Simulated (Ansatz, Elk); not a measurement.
# ZnCu2Se4: X-ray structure factors from the self-consistent density, part 2 of 2

The structure of ZnCu2Se4 used here is made up (a known structure type with other elements) and was relaxed beforehand with PBE. The aim is the Fourier transform of its all-electron density, F(hkl), set beside the sum over free spherical atoms that refinements use.

Elk 11.2.3 (patched build); all-electron DFT.

So far: The structure; Ground state and structure factors; The highest occupied states alone.

The structure was built from a prototype and need not be the compound's stable phase.

### 4. Another try

Level of this step: DFT, PBE, all-electron APW+lo, Dirac cores, scalar-relativistic bands, static density, no spin (Elk).

In this try the input is made faulty on purpose, to show what that does.

The input is changed as shown.

The input, elk.in:

```
tasks
  0
  195

xctype
  20

spinpol
  .false.

rgkmax
  7.0

gmaxvr
  14.0

lmaxo
  7

lmaxapw
  8

swidth
  0.002

tshift
  .false.

ramdisk
  .false.

hmaxvr
  5.5

maxscl
  40

epspot
  1e-06

sppath
  './'

scale
  0.52917721

avec
  11.36514116154 -3.66753450140 -0.41840425002
  11.36514116154 3.66753450140 -0.41840425002
  -5.66358086467 -0.00000000000 11.06225540579

atoms
  3
  'Se.in'
  4
  0.6347295074 0.6347295074 0.9731125986   0.000000 0.000000 0.000000
  0.3652704926 0.3652704926 0.0268874014   0.000000 0.000000 0.000000
  0.8831655654 0.8831655654 0.5338316244   0.000000 0.000000 0.000000
  0.1168344346 0.1168344346 0.4661683756   0.000000 0.000000 0.000000
  'Zn.in'
  1
  -0.0000000000 -0.0000000000 0.0000000000   0.000000 0.000000 0.000000
  'Cu.in'
  2
  0.7340261790 0.7340261790 0.7173932388   0.000000 0.000000 0.000000
  0.2659738210 0.2659738210 0.2826067612   0.000000 0.000000 0.000000

ngridk
  6 6 4
```

Launch:

```
OMP_NUM_THREADS=4 elk
```

Numbers of over 12 decimals in the logs are rounded to 6 here.

Log:

```text
┌─────────────────────────┐
│ Elk code version 11.2.3 │
└─────────────────────────┘

All units are atomic (Hartree, Bohr, etc.)

┌─────────────────────────────────────────────────┐
│ Ground-state run starting from atomic densities │
└─────────────────────────────────────────────────┘

Lattice vectors :
   6.014173691      -1.940775675     -0.2214099937
   6.014173691       1.940775675     -0.2214099937
  -2.997037921      -0.000000000       5.853893452

Reciprocal lattice vectors :
  0.5323995480      -1.618730435      0.2725744238
[...]
┌──────────────────────────────┐
│ Self-consistent loop stopped │
└──────────────────────────────┘

Warning : the lowest level lies among the core levels :   -3.834624600      -1.539495387

Warning : core states of species 1 leak from the muffin-tin :   0.6591855748

Warning : core states of species 2 leak from the muffin-tin :   0.1570472235E-01

Warning : core states of species 3 leak from the muffin-tin :   0.1106806285

Warning : the occupied levels lie far from the species files' linearisation energy :    1.687446999

Warning : more electrons lie deep than the shells out of the core hold :   44.9167       18.0000

Wrote STATE.OUT
[key lines of the parts left out:]
total energy                :     -14979.825183473
```

The job ended after 2.2 min (4 threads of Intel Xeon Platinum 8488C (Sapphire Rapids), shared host; peak memory 0.26 GiB).

The run finished. A setting was moved off its sound value on purpose, so it serves as a test and not as the result.

The fault put into the input: lattice vectors in angstrom read as bohr.

Its structure factors differ from the first run's by R = 34.5 %.

### 5. Another functional

The difference from free atoms is small, so it is set against the change that LDA (Perdew-Wang) makes.

Edit elk.in of step 4 so:

```diff
@@ -5,3 +5,3 @@
 xctype
-  20
+  3
 
@@ -35,3 +35,3 @@
 maxscl
-  40
+  120
 
@@ -42,5 +42,2 @@
   './'
-
-scale
-  0.52917721
```

Launch:

```
OMP_NUM_THREADS=4 elk
```

Log:

```text
┌─────────────────────────┐
│ Elk code version 11.2.3 │
└─────────────────────────┘

All units are atomic (Hartree, Bohr, etc.)

┌─────────────────────────────────────────────────┐
│ Ground-state run starting from atomic densities │
└─────────────────────────────────────────────────┘

Lattice vectors :
   11.36514116      -3.667534501     -0.4184042500
   11.36514116       3.667534501     -0.4184042500
  -5.663580865      -0.000000000       11.06225541

Reciprocal lattice vectors :
  0.2817337074     -0.8565952556      0.1442401731
[...]
species : 1 (Se)
[...]
species : 2 (Zn)
[...]
species : 3 (Cu)
   atom 1                    :    28.00164755     (  0.2400340074E-03)
   atom 2                    :    28.00164755     (  0.2400340074E-03)
 total in muffin-tins        :    213.7197288
 total calculated charge     :    223.9974728
 total charge                :    224.0000000
 error                       :   0.2527226805E-02

┌──────────────────────────────┐
│ Self-consistent loop stopped │
└──────────────────────────────┘

Warning : core states of species 3 leak from the muffin-tin :   0.2400340074E-03

Wrote STATE.OUT
[key lines of the parts left out:]
total energy                :     -14806.742763107
```

Wall time 61 s (4 threads); peak memory 0.24 GiB.

Against the first run R = 0.06 %; the largest change is -0.089 at 3 3 -3.

### 6. Basis size

The basis and the expansions that go with it are enlarged, to see whether the differences are converged.

Edit elk.in of step 5 so:

```diff
@@ -5,3 +5,3 @@
 xctype
-  3
+  20
 
@@ -11,12 +11,12 @@
 rgkmax
-  7.0
+  8.5
 
 gmaxvr
-  14.0
+  18.0
 
 lmaxo
-  7
+  9
 
 lmaxapw
-  8
+  10
```

Launch:

```
OMP_NUM_THREADS=4 elk
```

Log:

```text
┌─────────────────────────┐
│ Elk code version 11.2.3 │
└─────────────────────────┘

All units are atomic (Hartree, Bohr, etc.)

┌─────────────────────────────────────────────────┐
│ Ground-state run starting from atomic densities │
└─────────────────────────────────────────────────┘

Lattice vectors :
   11.36514116      -3.667534501     -0.4184042500
   11.36514116       3.667534501     -0.4184042500
  -5.663580865      -0.000000000       11.06225541

Reciprocal lattice vectors :
  0.2817337074     -0.8565952556      0.1442401731
[...]
species : 1 (Se)
[...]
species : 2 (Zn)
[...]
species : 3 (Cu)
   atom 1                    :    27.99025737     (  0.2317235059E-03)
   atom 2                    :    27.99025737     (  0.2317235059E-03)
 total in muffin-tins        :    213.7241798
 total calculated charge     :    223.9990279
 total charge                :    224.0000000
 error                       :   0.9720670011E-03

┌──────────────────────────────┐
│ Self-consistent loop stopped │
└──────────────────────────────┘

Warning : core states of species 3 leak from the muffin-tin :   0.2317235059E-03

Wrote STATE.OUT
[key lines of the parts left out:]
total energy                :     -14827.145105095
```

Run time: 4.1 min. Hardware: 4 threads; peak memory 0.61 GiB; 13 min of CPU time.

Against the first run R = 0.01 %; the largest change is -0.021 at 3 3 -3.

### 7. Settings against the effect

```
                              run  R against the first run (%)  R against neutral atoms, low angle (%)  wall time
                    PBE, rgkmax 7                         0.00                                    0.87       96 s
                LDA (Perdew-Wang)                         0.06                                    0.88       61 s
rgkmax 8.5 with larger expansions                         0.01                                    0.87    4.1 min
```

### 8. What came out

```json
{
  "R against neutral atoms, sin θ/λ < 0.3 Å⁻¹": "0.87 %",
  "R against neutral atoms, 0.3 to 0.48 Å⁻¹": "0.27 %"
}
```

What this shows: Independent neutral atoms miss the calculated amplitudes by R = 0.87 % below 0.3 Å⁻¹ and 0.27 % from there to 0.48 Å⁻¹; by shells, 1.17 % below 0.15 Å⁻¹ (5 forms), 0.86 % 0.15 to 0.3 (33 forms), 0.31 % 0.3 to 0.45 (86 forms), 0.13 % above 0.45 (25 forms). Bonding, aspherical density and the tables' own atoms all enter these figures, and the runs don't part them. The largest change of an amplitude is -1.10 electrons, at 020. The window's part falls from 50.0 electrons at the origin to at most 8.13 between 0.45 and 0.48 Å⁻¹, where compact states inside the window still scatter. Below 0.3 Å⁻¹ the changes that finished (LDA (Perdew-Wang) and rgkmax 8.5 with larger expansions) move F by R = 0.02 % at most, against the 0.87 % that separates it from free atoms. The k-mesh has no finished test. These runs have no spin, though d or f shells may be open. Part of the difference isn't bonding: the tables are fits to free atoms and ions calculated by other methods than this functional. Thermal motion, anomalous dispersion and extinction are left out.

[Logs are printed without paths, hosts, clocks, repeated set-up lines and the standing remarks that a program may print on its own settings, such as how far it seeks lower states.]

[Hosts, paths, dates, database ids (printed as entryN), source tags and the programs' standing remarks are cut or masked in the printed files.]
